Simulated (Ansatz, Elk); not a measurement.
# NaFe6Pd: X-ray structure factors from the self-consistent density

The structure of NaFe6Pd used here is made up (a known structure type with other elements) and was relaxed beforehand with PBEsol. The aim is the Fourier transform of its all-electron density, F(hkl), set beside the sum over free spherical atoms that refinements use.

Main program and level: Elk 11.2.3 (patched build); DFT, PBE, all-electron APW+lo, Dirac cores, scalar-relativistic bands, static density, ferromagnetic start.

The structure was built from a prototype and need not be the compound's stable phase.

## Step 1: The structure

The structure is cubic, space group Fm-3m (No. 225). Conventional cell: a = 7.394 Å, b = 7.394 Å, c = 7.394 Å, α = 90.00°, β = 90.00°, γ = 90.00°. Nearest to Pd lie 12 Fe at 2.61 Å. Nearest to Fe lie 8 Fe at 2.61 Å and 2 Pd at 2.61 Å and 2 Na at 2.61 Å. Nearest to Na lie 12 Fe at 2.61 Å. Farther neighbours are not listed.

## Step 2: Ground state and structure factors

An all-electron density is needed, since X-rays see the cores too. Task 0 finds the density and task 195 Fourier-transforms it; tshift is off so that phases refer to the origin typed.

File elk.in:

```
tasks
  0
  195
  196

xctype
  20

spinpol
  .true.

rgkmax
  7.0

gmaxvr
  14.0

lmaxo
  7

lmaxapw
  8

swidth
  0.002

tshift
  .false.

ramdisk
  .false.

hmaxvr
  5.5

maxscl
  120

epspot
  1e-06

reducebf
  0.8

sppath
  './'

avec
  -0.00000000000 6.98647828753 6.98647828753
  6.98647828753 0.00000000000 6.98647828753
  6.98647828753 6.98647828753 -0.00000000000

atoms
  3
  'Pd.in'
  1
  0.5000000000 0.5000000000 0.5000000000   0.000000 0.000000 0.000000
  'Fe.in'
  6
  0.5000000000 0.0000000000 0.0000000000   0.000000 0.000000 -0.130000
  0.0000000000 0.5000000000 0.0000000000   0.000000 0.000000 -0.130000
  0.5000000000 0.5000000000 0.0000000000   0.000000 0.000000 -0.130000
  0.0000000000 0.5000000000 0.5000000000   0.000000 0.000000 -0.130000
  0.5000000000 0.0000000000 0.5000000000   0.000000 0.000000 -0.130000
  -0.0000000000 -0.0000000000 0.5000000000   0.000000 0.000000 -0.130000
  'Na.in'
  1
  0.0000000000 -0.0000000000 -0.0000000000   0.000000 0.000000 0.000000

ngridk
  5 5 5
```

Run with:

```sh
$ OMP_NUM_THREADS=4 elk
```

Numbers of over 12 decimals in the logs are rounded to 6 here.

What it wrote:

```text
┌─────────────────────────┐
│ Elk code version 11.2.3 │
└─────────────────────────┘

All units are atomic (Hartree, Bohr, etc.)

┌─────────────────────────────────────────────────┐
│ Ground-state run starting from atomic densities │
└─────────────────────────────────────────────────┘

Lattice vectors :
  -0.000000000       6.986478288       6.986478288
   6.986478288       0.000000000       6.986478288
   6.986478288       6.986478288      -0.000000000

Reciprocal lattice vectors :
 -0.4496675613      0.4496675613      0.4496675613
  0.4496675613     -0.4496675613      0.4496675613
  0.4496675613      0.4496675613     -0.4496675613

Unit cell volume      :    682.0322907
Brillouin zone volume :   0.3636927706

Muffin-tin inner radius fraction :   0.1000000000E-01

Nuclei treated as point charges

Species : 1 (Pd)
 parameters loaded from : Pd.in
 name : palladium
 nuclear charge    :   -46.00000000
 electronic charge :    46.00000000
 atomic mass :    193991.7927
 muffin-tin radius :    2.542896810
 number of radial points in muffin-tin :    993
 inner part over the whole radius :   0.9849355475E-02
 number on inner part of muffin-tin    :    706
 approximate nuclear radius :   0.8586907259E-04
 number of mesh points to nuclear radius :    353
 atomic positions (lattice), magnetic fields (Cartesian) :
  1 :   0.50000000  0.50000000  0.50000000    0.00000000  0.00000000  0.00000000

Species : 2 (Fe)
 parameters loaded from : Fe.in
 name : iron
 nuclear charge    :   -26.00000000
 electronic charge :    26.00000000
 atomic mass :    101799.2075
 muffin-tin radius :    2.347289363
 number of radial points in muffin-tin :    993
 inner part over the whole radius :   0.9961359912E-02
 number on inner part of muffin-tin    :    700
 approximate nuclear radius :   0.7160107270E-04
 number of mesh points to nuclear radius :    332
 atomic positions (lattice), magnetic fields (Cartesian) :
  1 :   0.50000000  0.00000000  0.00000000    0.00000000  0.00000000 -0.13000000
  2 :   0.00000000  0.50000000  0.00000000    0.00000000  0.00000000 -0.13000000
  3 :   0.50000000  0.50000000  0.00000000    0.00000000  0.00000000 -0.13000000
  4 :   0.00000000  0.50000000  0.50000000    0.00000000  0.00000000 -0.13000000
  5 :   0.50000000  0.00000000  0.50000000    0.00000000  0.00000000 -0.13000000
  6 :   0.00000000  0.00000000  0.50000000    0.00000000  0.00000000 -0.13000000

Species : 3 (Na)
 parameters loaded from : Na.in
 name : sodium
 nuclear charge    :   -11.00000000
 electronic charge :    11.00000000
 atomic mass :    41907.78703
 muffin-tin radius :    2.200000000
 number of radial points in muffin-tin :    793
 inner part over the whole radius :   0.9883648912E-02
 number on inner part of muffin-tin    :    551
 approximate nuclear radius :   0.5574345702E-04
 number of mesh points to nuclear radius :    238
 atomic positions (lattice), magnetic fields (Cartesian) :
  1 :   0.00000000  0.00000000  0.00000000    0.00000000  0.00000000  0.00000000

Total number of atoms per unit cell :    8
Total muffin-tin volume :    438.5215353
 ratio of muffin-tin to unit cell volume :   0.6429630111

Spin treatment :
 spin-polarised
 global magnetic field (Cartesian) :    0.000000000       0.000000000       0.000000000
 collinear magnetisation in z-direction

Number of Bravais lattice symmetries :   48
Number of crystal symmetries         :   48
Crystal has inversion symmetry
Real symmetric eigensolver will be used

k-point grid :      5     5     5
k-point offset :    0.000000000       0.000000000       0.000000000
k-point set is reduced with full crystal symmetry group
Total number of k-points :       10

Muffin-tin radius times maximum |G+k| :    7.000000000
 using average radius
Maximum |G+k| for APW functions       :    2.974509570
Maximum (1/2)|G+k|²                   :    4.423853591
Maximum |G| for potential and density :    14.00000000
Constant for pseudocharge density :    9
 order of it for each species :   16  16  16
[...]
total moment                :    9.350405122

RMS change in Kohn-Sham potential (target) :    4.506477465     (  0.1000000000E-05)
Absolute change in total energy (target)   :    2.155198684     (  0.1000000000E-03)

[... loops 3 to 22 left out ...]

┌──────────────────┐
│ Loop number : 23 │
└──────────────────┘

Energies :
 Fermi                       :     0.283297
 sum of occupied eigenvalues :     -7522.1680248619
 electron kinetic            :      13173.897676440
 core electron kinetic       :      12109.440717561
 Coulomb                     :     -25525.638133774
 Coulomb potential           :     -20053.508176299
 nuclear-nuclear             :     -1938.9488273663
 electron-nuclear            :     -27191.038317586
 Hartree                     :      3604.3490111785
 Madelung                    :     -15498.884045624
 xc potential                :     -641.67264740790
 xc effective B-field        :    -0.884849
 external B-field            :      0.000000
 exchange                    :     -484.32718663661
 correlation                 :     -10.079496496305
 electron entropic           :    -0.30336762055682E-02
 total energy                :     -12846.150174143
 (external B-field energy excluded from total)

Density of states at Fermi energy :    229.2644435
 (states/Hartree/unit cell)

Estimated indirect band gap :   0.2571768721E-03
 from k-point 5 to k-point 4
Estimated direct band gap   :   0.1877604246E-02
 at k-point 6

Charges :
 core                        :    90.00000000
 valence                     :    123.0000000
 interstitial                :    7.898555546
 muffin-tins (core leakage)
  species : 1 (Pd)
[...]
species : 2 (Fe)
[...]
species : 3 (Na)
[...]
total in muffin-tins        :    205.1014445
 total calculated charge     :    212.9986773
 total charge                :    213.0000000
 error                       :   0.1322747316E-02

Moments :
 interstitial                :  -0.1672468085
 muffin-tins
  species : 1 (Pd)
[...]
species : 2 (Fe)
[...]
species : 3 (Na)
[...]
total in muffin-tins        :    16.42404554
 total moment                :    16.25679873

RMS change in Kohn-Sham potential (target) :   0.8646823339E-06 (  0.1000000000E-05)
Absolute change in total energy (target)   :   0.5832948409E-04 (  0.1000000000E-03)

Convergence targets achieved

┌──────────────────┐
│ Loop number : 24 │
└──────────────────┘

Energies :
 Fermi                       :     0.283295
 sum of occupied eigenvalues :     -7522.1680781835
 electron kinetic            :      13173.897616326
 core electron kinetic       :      12109.440686714
 Coulomb                     :     -25525.638132421
 Coulomb potential           :     -20053.508168529
 nuclear-nuclear             :     -1938.9488273663
 electron-nuclear            :     -27191.038340633
 Hartree                     :      3604.3490355789
 Madelung                    :     -15498.884048156
 xc potential                :     -641.67266408100
 xc effective B-field        :    -0.884821
 external B-field            :      0.000000
 exchange                    :     -484.32717383373
 correlation                 :     -10.079497763556
 electron entropic           :    -0.30337912583599E-02
 total energy                :     -12846.150221483
 (external B-field energy excluded from total)

Density of states at Fermi energy :    229.2760388
 (states/Hartree/unit cell)

Estimated indirect band gap :   0.2574532618E-03
 from k-point 5 to k-point 4
Estimated direct band gap   :   0.1874022424E-02
 at k-point 6

Charges :
 core                        :    90.00000000
 valence                     :    123.0000000
 interstitial                :    7.898548091
 muffin-tins (core leakage)
  species : 1 (Pd)
[...]
species : 2 (Fe)
[...]
atom 5                    :    24.91832792     ( -0.2245299182E-06)
   atom 6                    :    24.91832792     ( -0.2245299182E-06)
  species : 3 (Na)
   atom 1                    :    10.35531667     ( -0.9715865712E-07)
 total in muffin-tins        :    205.1014519
 total calculated charge     :    212.9986773
 total charge                :    213.0000000
 error                       :   0.1322744562E-02

Moments :
 interstitial                :  -0.1672481599
 muffin-tins
  species : 1 (Pd)
[...]
species : 2 (Fe)
[...]
atom 5                    :    2.694496758
   atom 6                    :    2.694496758
  species : 3 (Na)
   atom 1                    :  -0.3880395006E-01
 total in muffin-tins        :    16.42377395
 total moment                :    16.25652579

┌──────────────────────────────┐
│ Self-consistent loop stopped │
└──────────────────────────────┘

Wrote STATE.OUT
```

Elapsed: 4.7 min, on 4 threads of AMD EPYC 7B13 (Zen 3), shared host; peak memory 0.76 GiB.

SFACRHO.OUT:

```text

h k l indices transformed by vhmat matrix:
   1.000000000       0.000000000       0.000000000    
   0.000000000       1.000000000       0.000000000    
   0.000000000       0.000000000       1.000000000    

      h      k      l  multipl.   |H|            Re(F)            Im(F)           |F|

      0      0      0      1   0.0000000       213.00000      0.59987085E-16   213.00000    
      1      1      1      8  0.77884706      -32.432354     -0.35569969E-13   32.432354    
      0     -1     -1      6  0.89933512       4.9669151     -0.11637589E-13   4.9669151    
      1      2      1     12   1.2718519       5.1517238      0.48380157E-13   5.1517238    
      0     -1     -2     24   1.4913786      -27.535949      0.64176781E-13   27.535949    
     -2      0      0      8   1.5576941       155.27597     -0.58673120E-13   155.27597    
      2      2      0      6   1.7986702       145.46871      0.11043355E-12   145.46871    
     -3     -1     -1     24   1.9600555      -24.683071      0.73636915E-13   24.683071    
     -1      1      2     24   2.0109745       5.0420325      0.19821311E-14   5.0420325    
      2      3      3     24   2.2029122       4.8956168      0.22749052E-13   4.8956168    
      3      1      3     24   2.3365412      -22.899750     -0.51040609E-13   22.899750    
      0      0      3      8   2.3365412      -22.941070     -0.79893706E-13   22.941070    
      0     -2      2     12   2.5437039       119.26905     -0.25022184E-15   119.26905    
     -4     -1     -2     48   2.6602692      -21.645218      0.47475527E-13   21.645218    
     -1      3      0     24   2.6980054       4.8143600     -0.36975108E-14   4.8143600    
      3      3      0      6   2.6980054       4.8754597      0.85972677E-13   4.8754597    
     -4     -1     -3     24   2.8439474       4.9574116      0.19090808E-14   4.9574116    
      4      1      0     24   2.9486674      -20.636183     -0.94108963E-13   20.636183
```

Elk indexes on the primitive cell of elk.in and gives |H| = 4π sin θ/λ in inverse bohr. Below, one row stands for each form hkl of the conventional cell (m members, Friedel mates merged), F is for one primitive cell and the density is static (no thermal factor). Free-atom factors are Waasmaier and Kirfel's, and R is Σm||F|−|F'||/Σm|F|.

```csv
hkl,m,sin θ/λ (Å⁻¹),"abs F, DFT",neutral atoms,diff.
111,8,0.117,32.432,32.787,-0.355
200,6,0.135,4.967,5.733,-0.766
220,12,0.191,5.152,5.566,-0.414
311,24,0.224,27.536,27.793,-0.257
222,8,0.234,155.276,156.358,-1.082
400,6,0.271,145.469,146.558,-1.089
331,24,0.295,24.683,24.847,-0.163
420,24,0.302,5.042,4.921,+0.121
422,24,0.331,4.896,4.832,+0.064
511,24,0.351,22.900,22.898,+0.002
333,8,0.351,22.941,22.898,+0.043
440,12,0.383,119.269,119.240,+0.029
531,48,0.400,21.645,21.497,+0.148
442,24,0.406,4.814,4.749,+0.065
600,6,0.406,4.875,4.749,+0.126
620,24,0.428,4.957,4.760,+0.198
533,24,0.443,20.636,20.442,+0.194
622,24,0.449,105.994,105.869,+0.125
```

## Step 3: The magnetisation density

The same run holds the spin density, and task 196 transforms it. The order is that of the start, and no other was tried.

SFACMAG_1.OUT:

```text

h k l indices transformed by vhmat matrix:
   1.000000000       0.000000000       0.000000000    
   0.000000000       1.000000000       0.000000000    
   0.000000000       0.000000000       1.000000000    

      h      k      l  multipl.   |H|            Re(F)            Im(F)           |F|

      0      0      0      1   0.0000000       16.256526      0.20507063E-16   16.256526    
      1      1      1      8  0.77884706     -0.28194461      0.18568397E-14  0.28194461    
      0     -1     -1      6  0.89933512      -4.3121428      0.11936958E-14   4.3121428    
      1      2      1     12   1.2718519      -3.8452273      0.36961536E-15   3.8452273    
      0     -1     -2     24   1.4913786     -0.22512340      0.16781076E-14  0.22512340    
     -2      0      0      8   1.5576941       10.575742     -0.33839995E-14   10.575742    
      2      2      0      6   1.7986702       9.1311400      0.60070286E-14   9.1311400    
     -3     -1     -1     24   1.9600555     -0.17276574     -0.11639223E-14  0.17276574    
     -1      1      2     24   2.0109745      -2.5036940     -0.13710631E-14   2.5036940    
      2      3      3     24   2.2029122      -2.0739945     -0.35310682E-14   2.0739945    
      3      1      3     24   2.3365412     -0.73663907E-01  0.17139933E-14  0.73663907E-01
      0      0      3      8   2.3365412      0.20015268E-01 -0.26191252E-14  0.20015268E-01
      0     -2      2     12   2.5437039       5.0946538      0.64110419E-17   5.0946538    
     -4     -1     -2     48   2.6602692     -0.39405411E-01 -0.13599223E-14  0.39405411E-01
     -1      3      0     24   2.6980054      -1.4165597     -0.10789969E-14   1.4165597    
      3      3      0      6   2.6980054      -1.3977157      0.85794733E-15   1.3977157
```

The total moment is 16.26 μB a cell; sphere moments: Pd1 +0.30, Fe2 +2.69, Fe3 +2.69, Fe4 +2.69, Fe5 +2.69, Fe6 +2.69, Fe7 +2.69, Na8 -0.04 μB. Polarised neutrons measure spin and orbital magnetisation together; without spin-orbit coupling the run gives the spin part:

```csv
hkl,sin θ/λ (Å⁻¹),abs F_M (μB)
111,0.117,0.282
200,0.135,4.312
220,0.191,3.845
311,0.224,0.225
222,0.234,10.576
400,0.271,9.131
331,0.295,0.173
420,0.302,2.504
422,0.331,2.074
511,0.351,0.074
333,0.351,0.020
440,0.383,5.095
531,0.400,0.039
442,0.406,1.417
```

[end of part 1 of 2]

[Logs are printed without paths, hosts, clocks, repeated set-up lines and the standing remarks that a program may print on its own settings, such as how far it seeks lower states.]

[Hosts, paths, dates, database ids (printed as entryN), source tags and the programs' standing remarks are cut or masked in the printed files.]
